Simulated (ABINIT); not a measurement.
Records of electronic-structure calculations.

**NaMgF3 (Pm-3m): a self-consistent loop beyond G0W0, cycle by cycle**

Symmetry: Pm-3m, No. 221, cubic system. Conventional cell: a = 3.951 Å, b = 3.951 Å, c = 3.951 Å, α = 90.00°, β = 90.00°, γ = 90.00°. Nearest to Na lie 12 F at 2.79 Å. Nearest to Mg lie 6 F at 1.98 Å. F has 2 Mg at 1.98 Å and 4 Na at 2.79 Å nearest. Farther neighbours, and contacts between anions beyond the nearest, are not listed.

```yaml
method: RPA screening on LDA from quasiparticle energies and orbitals, plane waves, norm-conserving pseudopotentials (and 4 further levels or steps)
program: ABINIT 10.8.3
settings: cutoff 38 Ha, PseudoDojo scalar-relativistic 0.4.1 standard, norm-conserving, ngkpt (2, 2, 2), nband 45, ecuteps 3.2 Ha, gwcalctyp 27, nfreqre 1, inclvkb 2, shiftk (0, 0, 0), symchi 1, awtr 1, frequency static, cycle 9, q points all but q = 0, 2×2×2 k-mesh
cost: 28 runs, 2.5 min in all on 4 MPI ranks of Intel Xeon 6975P-C (Granite Rapids), shared host
notes: The cell and positions are those that the Materials Project relaxed with its own functionals (PBE, PBE+U or r2SCAN), kept fixed. The 2×2×2 mesh is coarse for this cell, which bears on the long-range parts of exchange and screening.
g0w0: 10.374 eV
self_consistent_cohsex_cycle_1: 11.643 eV
self_consistent_cohsex_cycle_2: 12.937 eV
self_consistent_cohsex_cycle_3: 13.113 eV
self_consistent_cohsex_cycle_4: 13.015 eV
self_consistent_cohsex_cycle_5: 12.879 eV
self_consistent_cohsex_cycle_6: 12.782 eV
self_consistent_cohsex_cycle_7: 12.733 eV
self_consistent_cohsex_cycle_8: 12.717 eV
self_consistent_cohsex_cycle_9: 12.719 eV
known_limits: short of the basis limit; coarse k mesh
```

Only the bands that the input lists are updated; the higher empty ones keep the functional's energies. Self-consistent COHSEX ends at 12.72 eV, +2.35 eV from G0W0, after 9 cycles that took 2.3 min beside the first screening; the last moved the gap by 0.002 eV.

[Long decimals in the printed logs are rounded to 6 places.]

[Logs are printed without paths, hosts, clocks, repeated set-up lines and the standing remarks that a program may print on its own settings, such as how far it seeks lower states.]

[Paths, hosts, dates, memory and timing lines, banners, echoed tables and standing remarks are left out of the program output; an Ansatz launch command may be rebuilt from the run's recorded settings. Measured values are a selection of at most five: reports struck by readers or far from the other reports are left out. None is set beside runs whose start may be inverted or whose files or cutoffs have a known fault.]

[Runs of the session that timed out or met a known fault of the program may be left out.]

[Hosts, paths, dates, database ids (printed as entryN), source tags and the programs' standing remarks are cut or masked in the printed files.]

[G0W0 gaps are taken among the corrected bands and points alone; a level outside them can change the order at an edge.]

[Where Ansatz stands beside ABINIT at settings called matched, ABINIT's density can come from a denser mesh and the files from another edition; pairs whose starting gaps differed by over 0.03 eV were left out, so agreement reads better than it is.]
